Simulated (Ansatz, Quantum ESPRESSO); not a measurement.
# YNb (Pm-3m): from the cell to the phonon bands, part 2 of 4

How does YNb (Pm-3m) vibrate, and is this structure a minimum?

Quantum ESPRESSO 7.5; DFT LDA, scalar-relativistic, plane waves, GBRV ultrasoft pseudopotentials.

So far. Step 2 (A probe with smearing): No gap opens on this mesh, so smearing is kept; the start stands at -7.9 GPa. Step 4 (Ground state): The cell stands at -0.046 GPa, close enough for phonons. The relaxed cell has a = 3.514 Å (conventional setting).

The structure was built from a prototype and need not be the compound's stable phase.

### Step 5. Linear response on the mesh

Linear response treats each wavevector in the unit cell, with no supercell; the 2×2×2 mesh fixes the range of the force constants to be had.

The input, ph.in:

```
phonons
&inputph
   prefix = 'x'
   outdir = './tmp'
   fildyn = 'x.dyn'
   tr2_ph = 1.0d-18
   alpha_mix(1) = 0.4
   nmix_ph = 8
   ldisp = .true.
   nq1 = 2
   nq2 = 2
   nq3 = 2
/
```

On the command line:

```console
> OMP_NUM_THREADS=1 mpirun -n 4 ph.x -nk 4 -in ph.in > ph.out
```

Numbers of over 12 decimals in the logs are rounded to 6 here.

Output:

```text
[banners, grids, parts of the stress and lines that vanish by symmetry left out]
[banner, memory and clock lines left out]
Program PHONON v.7.5

     ./tmp/x.save/

     IMPORTANT: XC functional enforced from input :
     Exchange-correlation= PZ
                           (   1   1   0   0   0   0   0)
     Any further DFT definition will be discarded
     Please, verify this is what you really want

     G-vector sticks info

     Check: negative core charge=   -0.000003
     Reading collected, re-writing distributed wavefunctions in ./tmp/

     Dynamical matrices for ( 2, 2, 2)  uniform grid of q-points
     (   4 q-points):
       N         xq(1)         xq(2)         xq(3)
       1   0.000000000   0.000000000   0.000000000
       2   0.000000000   0.000000000  -0.500000000
       3   0.000000000  -0.500000000  -0.500000000
       4  -0.500000000  -0.500000000  -0.500000000

     Number and degeneracy of irreps per q-point
       N         xq(1)         xq(2)         xq(3)   N irreps
       1   0.000000000   0.000000000   0.000000000       2
        3   3
       2   0.000000000   0.000000000  -0.500000000       4
        1   2   1   2
       3   0.000000000  -0.500000000  -0.500000000       4
        1   1   2   2
       4  -0.500000000  -0.500000000  -0.500000000       2
        3   3

     Calculation of q =    0.0000000   0.0000000   0.0000000

     phonons

     bravais-lattice index     =            0
     lattice parameter (alat)  =       6.6402  a.u.
     unit-cell volume          =     292.7779 (a.u.)^3
     number of atoms/cell      =            2
     number of atomic types    =            2
     kinetic-energy cut-off    =      40.0000  Ry
     charge density cut-off    =     240.0000  Ry
     convergence threshold     =      1.0E-18
     beta                      =       0.4000
     number of iterations used =            8
     Exchange-correlation= PZ
                           (   1   1   0   0   0   0   0)

     celldm(1)=    6.64017  celldm(2)=    0.00000  celldm(3)=    0.00000
     celldm(4)=    0.00000  celldm(5)=    0.00000  celldm(6)=    0.00000

     crystal axes: (cart. coord. in units of alat)
               a(1) = (  1.0000  0.0000  0.0000 )
               a(2) = (  0.0000  1.0000  0.0000 )
               a(3) = (  0.0000  0.0000  1.0000 )

     reciprocal axes: (cart. coord. in units 2 pi/alat)
               b(1) = (  1.0000  0.0000  0.0000 )
               b(2) = (  0.0000  1.0000  0.0000 )
               b(3) = (  0.0000  0.0000  1.0000 )

     Atoms inside the unit cell:

     Cartesian axes

     site n.  atom      mass           positions (alat units)
        1  Nb     92.9064   tau(    1) = (    0.00000    0.00000    0.00000  )
        2  Y      88.9058   tau(    2) = (    0.50000    0.50000    0.50000  )

     Computing dynamical matrix for
                    q = (   0.0000000   0.0000000   0.0000000 )

     49 Sym.Ops. (with q -> -q+G )

     G cutoff =  268.0466  (  18349 G-vectors)     FFT grid: ( 36, 36, 36)
     G cutoff =  178.6977  (   9939 G-vectors)  smooth grid: ( 27, 27, 27)

     number of k points=    56  Gaussian smearing, width (Ry)=  0.0200

     PseudoPot. # 1 for Nb read from file:
     ./pseudo/Nb.upf
     Pseudo is Ultrasoft + core correction, Zval = 13.0
     Using radial grid of  887 points,  6 beta functions with:
                l(1) =   0
                l(2) =   0
                l(3) =   1
                l(4) =   1
                l(5) =   2
                l(6) =   2
     Q(r) pseudized with  6 coefficients,  rinner =    1.000   1.000   1.000
                                                       1.000   1.000

     PseudoPot. # 2 for Y  read from file:
     ./pseudo/Y.upf
     Pseudo is Ultrasoft + core correction, Zval = 11.0
     Using radial grid of  885 points,  6 beta functions with:
                l(1) =   0
                l(2) =   0
                l(3) =   1
                l(4) =   1
                l(5) =   2
                l(6) =   2
     Q(r) pseudized with  8 coefficients,  rinner =    1.200   1.200   1.200
                                                       1.200   1.200

     Mode symmetry, O_h (m-3m)  point group:

     Atomic displacements:
     There are    2 irreducible representations

     Representation     1      3 modes -  To be done

     Representation     2      3 modes -  To be done

     Alpha used in Ewald sum =   2.3000

     Representation #   1 modes #   1   2   3

     Self-consistent Calculation
      iter #   1   av.it.:   6.8
      thresh= 1.000E-02 alpha_mix =  0.400 |ddv_scf|^2 =  1.810E-06
      iter #   2   av.it.:  12.5
      thresh= 1.345E-04 alpha_mix =  0.400 |ddv_scf|^2 =  4.302E-08
      iter #   3   av.it.:  12.5
      thresh= 2.074E-05 alpha_mix =  0.400 |ddv_scf|^2 =  7.008E-09
      iter #   4   av.it.:  13.2
      thresh= 8.371E-06 alpha_mix =  0.400 |ddv_scf|^2 =  3.677E-10
      iter #   5   av.it.:  13.5
      thresh= 1.918E-06 alpha_mix =  0.400 |ddv_scf|^2 =  1.246E-12
      iter #   6   av.it.:  14.0
      thresh= 1.116E-07 alpha_mix =  0.400 |ddv_scf|^2 =  1.341E-13
      iter #   7   av.it.:  14.1
      thresh= 3.662E-08 alpha_mix =  0.400 |ddv_scf|^2 =  1.912E-15
      iter #   8   av.it.:  14.5
      thresh= 4.372E-09 alpha_mix =  0.400 |ddv_scf|^2 =  5.602E-17
      iter #   9   av.it.:  13.7
      thresh= 7.485E-10 alpha_mix =  0.400 |ddv_scf|^2 =  1.610E-18
      iter #  10   av.it.:  14.2
      thresh= 1.269E-10 alpha_mix =  0.400 |ddv_scf|^2 =  1.731E-20

     End of self-consistent calculation

     Convergence has been achieved

     Representation #   2 modes #   4   5   6

     Self-consistent Calculation
      iter #   1   av.it.:   7.4
      thresh= 1.000E-02 alpha_mix =  0.400 |ddv_scf|^2 =  3.638E-06
      iter #   2   av.it.:  12.6
      thresh= 1.907E-04 alpha_mix =  0.400 |ddv_scf|^2 =  6.127E-08
      iter #   3   av.it.:  13.0
      thresh= 2.475E-05 alpha_mix =  0.400 |ddv_scf|^2 =  6.282E-09
      iter #   4   av.it.:  13.3
      thresh= 7.926E-06 alpha_mix =  0.400 |ddv_scf|^2 =  2.152E-10
[...]
End of self-consistent calculation

     Convergence has been achieved

     Number of q in the star =    1
     List of q in the star:
          1   0.000000000   0.000000000   0.000000000

     Diagonalizing the dynamical matrix

     q = (    0.000000000   0.000000000   0.000000000 )

 **************************************************************************
     freq (    1) =      -0.156241 [THz] =      -5.211633 [cm-1]
     freq (    2) =      -0.156241 [THz] =      -5.211633 [cm-1]
     freq (    3) =      -0.156241 [THz] =      -5.211633 [cm-1]
     freq (    4) =       5.551718 [THz] =     185.185370 [cm-1]
     freq (    5) =       5.551718 [THz] =     185.185370 [cm-1]
     freq (    6) =       5.551718 [THz] =     185.185370 [cm-1]
 **************************************************************************

     Mode symmetry, O_h (m-3m)  point group:

     freq (   1-   3) =         -5.2  [cm-1]   --> T_1u G_15  G_4- I
     freq (   4-   6) =        185.2  [cm-1]   --> T_1u G_15  G_4- I

     Calculation of q =    0.0000000   0.0000000  -0.5000000
     [... set-up and bands at k+q left out ...]

     Mode symmetry, D_4h(4/mmm) point group:

     Atomic displacements:
     There are    4 irreducible representations

     Representation     1      1 modes -  To be done

     Representation     2      2 modes -  To be done

     Representation     3      1 modes -  To be done

     Representation     4      2 modes -  To be done

     Message from routine init_vloc:
     Interpolation table for Vloc re-allocated

     Alpha used in Ewald sum =   2.3000

     Representation #   1 mode #   1

     Self-consistent Calculation

[...]
End of self-consistent calculation

     Convergence has been achieved

     Representation #   2 modes #   2   3

     Self-consistent Calculation

[...]
End of self-consistent calculation

     Convergence has been achieved

     Representation #   3 mode #   4

     Self-consistent Calculation

[...]
End of self-consistent calculation

     Convergence has been achieved

     Representation #   4 modes #   5   6

     Self-consistent Calculation

[...]
End of self-consistent calculation

     Convergence has been achieved

     Number of q in the star =    3
     List of q in the star:
          1   0.000000000   0.000000000  -0.500000000
          2   0.000000000  -0.500000000   0.000000000
          3  -0.500000000   0.000000000   0.000000000

     Diagonalizing the dynamical matrix

     q = (    0.000000000   0.000000000  -0.500000000 )

 **************************************************************************
     freq (    1) =      -2.221330 [THz] =     -74.095609 [cm-1]
     freq (    2) =       3.095930 [THz] =     103.269103 [cm-1]
     freq (    3) =       3.095930 [THz] =     103.269103 [cm-1]
     freq (    4) =       3.435591 [THz] =     114.598984 [cm-1]
     freq (    5) =       3.435591 [THz] =     114.598984 [cm-1]
     freq (    6) =       4.924655 [THz] =     164.268820 [cm-1]
 **************************************************************************

     Mode symmetry, D_4h(4/mmm) point group:

     freq (   1-   1) =        -74.1  [cm-1]   --> A_2u X_4' M_4'
     freq (   2-   3) =        103.3  [cm-1]   --> E_u  X_5' M_5'
     freq (   4-   5) =        114.6  [cm-1]   --> E_g  X_5  M_5
     freq (   6-   6) =        164.3  [cm-1]   --> A_1g X_1  M_1

     Calculation of q =    0.0000000  -0.5000000  -0.5000000
     [... set-up and bands at k+q left out ...]

     Mode symmetry, D_4h(4/mmm) point group:

     Atomic displacements:
     There are    4 irreducible representations

     Representation     1      1 modes -  To be done

     Representation     2      1 modes -  To be done

     Representation     3      2 modes -  To be done

     Representation     4      2 modes -  To be done

     Alpha used in Ewald sum =   2.3000

     Representation #   1 mode #   1

     Self-consistent Calculation

[...]
End of self-consistent calculation

     Convergence has been achieved

     Representation #   2 mode #   2

     Self-consistent Calculation

[...]
End of self-consistent calculation

     Convergence has been achieved

     Representation #   3 modes #   3   4

     Self-consistent Calculation

[...]
End of self-consistent calculation

     Convergence has been achieved

     Representation #   4 modes #   5   6

     Self-consistent Calculation

[...]
End of self-consistent calculation

     Convergence has been achieved

     Number of q in the star =    3
     List of q in the star:
          1   0.000000000  -0.500000000  -0.500000000
          2  -0.500000000  -0.500000000   0.000000000
          3  -0.500000000   0.000000000  -0.500000000

     Diagonalizing the dynamical matrix

     q = (    0.000000000  -0.500000000  -0.500000000 )

 **************************************************************************
     freq (    1) =      -3.621691 [THz] =    -120.806614 [cm-1]
     freq (    2) =      -3.621691 [THz] =    -120.806614 [cm-1]
     freq (    3) =       2.892267 [THz] =      96.475628 [cm-1]
     freq (    4) =       3.671076 [THz] =     122.453930 [cm-1]
     freq (    5) =       4.878820 [THz] =     162.739921 [cm-1]
     freq (    6) =       4.878820 [THz] =     162.739921 [cm-1]
 **************************************************************************

     Mode symmetry, D_4h(4/mmm) point group:

     freq (   1-   2) =       -120.8  [cm-1]   --> E_u  X_5' M_5'
     freq (   3-   3) =         96.5  [cm-1]   --> B_1u X_2' M_2'
     freq (   4-   4) =        122.5  [cm-1]   --> A_2u X_4' M_4'
     freq (   5-   6) =        162.7  [cm-1]   --> E_u  X_5' M_5'

     Calculation of q =   -0.5000000  -0.5000000  -0.5000000
     [... set-up and bands at k+q left out ...]

     Mode symmetry, O_h (m-3m)  point group:

     Atomic displacements:
     There are    2 irreducible representations

     Representation     1      3 modes -  To be done

     Representation     2      3 modes -  To be done

     Alpha used in Ewald sum =   2.3000

     Representation #   1 modes #   1   2   3

     Self-consistent Calculation

[...]
End of self-consistent calculation

     Convergence has been achieved

     Representation #   2 modes #   4   5   6

     Self-consistent Calculation

[...]
iter #   4   av.it.:  13.6
      thresh= 1.034E-05 alpha_mix =  0.400 |ddv_scf|^2 =  2.037E-10

      iter #   5   av.it.:  13.6
      thresh= 1.427E-06 alpha_mix =  0.400 |ddv_scf|^2 =  4.974E-12

      iter #   6   av.it.:  13.9
      thresh= 2.230E-07 alpha_mix =  0.400 |ddv_scf|^2 =  1.177E-13

      iter #   7   av.it.:  14.1
      thresh= 3.431E-08 alpha_mix =  0.400 |ddv_scf|^2 =  6.362E-16

      iter #   8   av.it.:  13.9
      thresh= 2.522E-09 alpha_mix =  0.400 |ddv_scf|^2 =  9.757E-17

      iter #   9   av.it.:  14.1
      thresh= 9.878E-10 alpha_mix =  0.400 |ddv_scf|^2 =  1.250E-18

      iter #  10   av.it.:  14.3
      thresh= 1.118E-10 alpha_mix =  0.400 |ddv_scf|^2 =  2.986E-21

     End of self-consistent calculation

     Convergence has been achieved

     Number of q in the star =    1
     List of q in the star:
          1  -0.500000000  -0.500000000  -0.500000000

     Diagonalizing the dynamical matrix

     q = (   -0.500000000  -0.500000000  -0.500000000 )

 **************************************************************************
     freq (    1) =      -3.444644 [THz] =    -114.900941 [cm-1]
     freq (    2) =      -3.444644 [THz] =    -114.900941 [cm-1]
     freq (    3) =      -3.444644 [THz] =    -114.900941 [cm-1]
     freq (    4) =       4.087736 [THz] =     136.352188 [cm-1]
     freq (    5) =       4.087736 [THz] =     136.352188 [cm-1]
     freq (    6) =       4.087736 [THz] =     136.352188 [cm-1]
 **************************************************************************

     Mode symmetry, O_h (m-3m)  point group:

     freq (   1-   3) =       -114.9  [cm-1]   --> T_1u G_15  G_4-
     freq (   4-   6) =        136.4  [cm-1]   --> T_2g G_25' G_5+


[key lines of the parts left out:]
the Fermi energy is    14.5382 ev
```

It took 8.1 min on 4 MPI ranks of Intel Xeon Platinum 8488C (Sapphire Rapids), shared host.

Numbers from this step:

| Property | Result |
| --- | --- |
| largest acoustic frequency at the zone centre before the sum rule | -5.21 cm⁻¹ |
| highest optical zone-centre mode (no LO-TO term) | 185.2 cm⁻¹ |
| lowest optical zone-centre mode | 185.2 cm⁻¹ |
| lowest mode on the q mesh (acoustic ones at the zone centre apart) | -120.8 cm⁻¹ |

Frequencies (cm⁻¹) at each irreducible wavevector; negative means imaginary. Frequencies by wavevector:

| q (fractions) | star | mode 1 | mode 2 | mode 3 | mode 4 | mode 5 | mode 6 |
| --- | --- | --- | --- | --- | --- | --- | --- |
| 0 0 0 | 1 | -5.21 | -5.21 | -5.21 | 185.2 | 185.2 | 185.2 |
| 0 0 -0.5 | 3 | -74.1 | 103.3 | 103.3 | 114.6 | 114.6 | 164.3 |
| 0 -0.5 -0.5 | 3 | -120.8 | -120.8 | 96.48 | 122.5 | 162.7 | 162.7 |
| -0.5 -0.5 -0.5 | 1 | -114.9 | -114.9 | -114.9 | 136.3 | 136.3 | 136.3 |

The acoustic modes at Γ come out as far as 5.2 cm⁻¹ from zero, where they should vanish, a small numerical error.

### Step 6. Fourier transform to real space

The dynamical matrices of the mesh are Fourier-transformed to force constants in real space.

The input, q2r.in:

```
&input
   fildyn = 'x.dyn'
   zasr = 'crystal'
   flfrc = 'x.fc'
/
```

On the command line:

```console
> q2r.x < q2r.in > q2r.out
```

Output:

```text
[banners, grids, parts of the stress and lines that vanish by symmetry left out]
[banner, memory and clock lines left out]
Program Q2R v.7.5

  reading grid info from file x.dyn0

  reading force constants from file x.dyn1
  Dielectric Tensor not found
  nqs=            1
 q=   0.00000000  0.00000000  0.00000000
  reading force constants from file x.dyn2
  nqs=            3
 q=   0.00000000  0.00000000 -0.50000000
[...]
reading force constants from file x.dyn3
  nqs=            3
[...]
q=  -0.50000000  0.00000000 -0.50000000
  reading force constants from file x.dyn4
  nqs=            1
 q=  -0.50000000 -0.50000000 -0.50000000

      q-space grid ok, #points =    8

      fft-check success (sum of imaginary terms < 10^-12)
```

Wall time 0.63 s (1 thread).

### Step 7. Dispersion

From the force constants any wavevector is cheap; points of the mesh come back as solved, but for the sum rule and, in polar crystals, the LO-TO term at Γ; the rest is interpolation.

The input, matdyn.in:

```
&input
   asr = 'crystal'
   flfrc = 'x.fc'
   flfrq = 'x.freq'
   flvec = 'x.modes'
   q_in_band_form = .true.
   q_in_cryst_coord = .true.
/
8
  0.0000000   0.0000000   0.0000000  12  ! GAMMA
  0.0000000   0.5000000   0.0000000  12  ! X
  0.5000000   0.5000000   0.0000000  12  ! M
  0.0000000   0.0000000   0.0000000  12  ! GAMMA
  0.5000000   0.5000000   0.5000000  12  ! R
  0.0000000   0.5000000   0.0000000   1  ! X
  0.5000000   0.5000000   0.5000000  12  ! R
  0.5000000   0.5000000   0.0000000   1  ! M
```

On the command line:

```console
> matdyn.x -in matdyn.in > matdyn.out
```

Output:

```text
[banner, memory and clock lines left out]
Program MATDYN v.7.5

 mass for atomic type   1 not given; uses mass from file x.fc
 mass for atomic type   2 not given; uses mass from file x.fc
 Norm of the difference between old and new effective charges:    0.000000

 Norm of the difference between old and new force-constants:   0.000209219

     Message from routine matdyn:
     Z* not found in file x.fc, TO-LO splitting at q=0 will be absent!
     Message from routine matdyn:
     Z* not found in file x.fc, TO-LO splitting at q=0 will be absent!

Note: The following floating-point exceptions are signalling: IEEE_UNDERFLOW_FLAG
```

Run time: 0.6 s. Hardware: 1 thread.

Numbers from this step:

| Quantity | Value |
| --- | --- |
| lowest frequency on the path | -120.8 cm⁻¹ |

Matdyn.x, sum rule crystal. The phonon branches at the labelled points (cm⁻¹):

| point | branch 1 | branch 2 | branch 3 | branch 4 | branch 5 | branch 6 |
| --- | --- | --- | --- | --- | --- | --- |
| Γ | 0 | 0 | 0 | 185 | 185 | 185 |
| halfway | -27 | 49 | 49 | 163 | 163 | 169 |
| X | -74 | 103 | 103 | 115 | 115 | 164 |
| halfway | -103 | -51 | 106 | 113 | 143 | 165 |
| M | -121 | -121 | 96 | 122 | 163 | 163 |
| halfway | -73 | 47 | 69 | 144 | 148 | 168 |
| Γ | 0 | 0 | 0 | 185 | 185 | 185 |
| halfway | -57 | -57 | 36 | 135 | 151 | 151 |
| R | -115 | -115 | -115 | 136 | 136 | 136 |
| halfway | -112 | -47 | 18 | 127 | 135 | 160 |
| X | -74 | 103 | 103 | 115 | 115 | 164 |
| jump to R | -115 | -115 | -115 | 136 | 136 | 136 |
| halfway | -118 | -118 | 30 | 118 | 151 | 151 |
| M | -121 | -121 | 96 | 122 | 163 | 163 |

The phonon branches as a text plot (rows in cm⁻¹):

```
    179 |***                  ********
    166 |   ********************     **              *****     **
    153 |    *      **   *** **        **         ***       ***
    141 |     *    *        *         ***************     **
    128 |         *    ** **                     ******    **
    115 |      ********  *                            ****   * **
    102 |      ***********                             ***    ***
     90 |        *        **                           *      *
     77 |     *   *         *         *               *
     64 |    *               *       * *              *
     51 |   *                ***                     *
     39 |                     ***   *   *
     26 |  *       *            *  *                 *       *
     13 |***                     *                  *
      0 |*                        *
    -12 |                        * **
    -25 |   *               *   *    *
    -38 |    *                 *      **
    -51 |                     *         **         **       *
    -63 |     *              *
    -76 |      ***  *      *             *        **    **
    -89 |         *  *    * *             *      **    *
   -102 |          **     **               ***  **   **    *
   -114 |            *****                  *********     *******
         Γ      X      M          Γ            R        X|R     M
```

Lowest modes at the softest wavevector of the mesh; phase exp(i q.(R + tau)). Modes at q = (0.500, 0.500, 0.000), with each element's share of the kinetic energy (negative means imaginary):

| mode | frequency (cm⁻¹) | Nb % | Y % |
| --- | --- | --- | --- |
| 1 | -120.8 | 92 | 8 |
| 2 | -120.8 | 92 | 8 |
| 3 | 96.5 | 0 | 100 |
| 4 | 122.5 | 100 | 0 |
| 5 | 162.7 | 8 | 92 |
| 6 | 162.7 | 8 | 92 |

Displacements in mode 1 (-120.8 cm⁻¹), the largest set to 1, in the home cell:
```
Nb1 0.00 1.00 0.00
Y2  0.31 0.00 0.00
```

Displacements in mode 6 (162.7 cm⁻¹), the largest set to 1, in the home cell:
```
Nb1  0.29  0.00  0.00
Y2   0.00 -1.00  0.00
```

Force constants by pair (phonopy on the run's constants); pairs near half the supercell's span include their periodic images. Pair force constants, by row:

| atom | neighbour | distance (Å) | third of the trace (eV/Å²) | along the pair's line (eV/Å²) |
| --- | --- | --- | --- | --- |
| Nb1 | itself | 0 | 0.5123 | – |
| Nb1 | Y | 3.043 | -0.7161 | -1.661 |
| Nb1 | Nb | 3.514 | 1.611 | 4.022 |
| Nb1 | Nb | 4.969 | 0.0323 | -0.2536 |
| Nb1 | Nb | 6.086 | 0.2871 | 0.2871 |
| Y2 | itself | 0 | 5.92 | – |
| Y2 | Nb | 3.043 | -0.7161 | -1.661 |
| Y2 | Y | 3.514 | -0.0742 | -1.58 |
| Y2 | Y | 4.969 | -0.0054 | -0.0072 |
| Y2 | Y | 6.086 | 0.048 | 0.048 |

Mode patterns, pair constants, displacements and means over the zone were worked out by phonopy from the force constants of q2r.x.

The path dips to 121i cm⁻¹.

[end of part 2 of 4]

[Host names and launcher messages were left out of these logs when they were recorded.]

[Logs are printed without paths, hosts, clocks, repeated set-up lines and the standing remarks that a program may print on its own settings, such as how far it seeks lower states.]

[Hosts, paths, dates, database ids (printed as entryN), source tags and the programs' standing remarks are cut or masked in the printed files.]
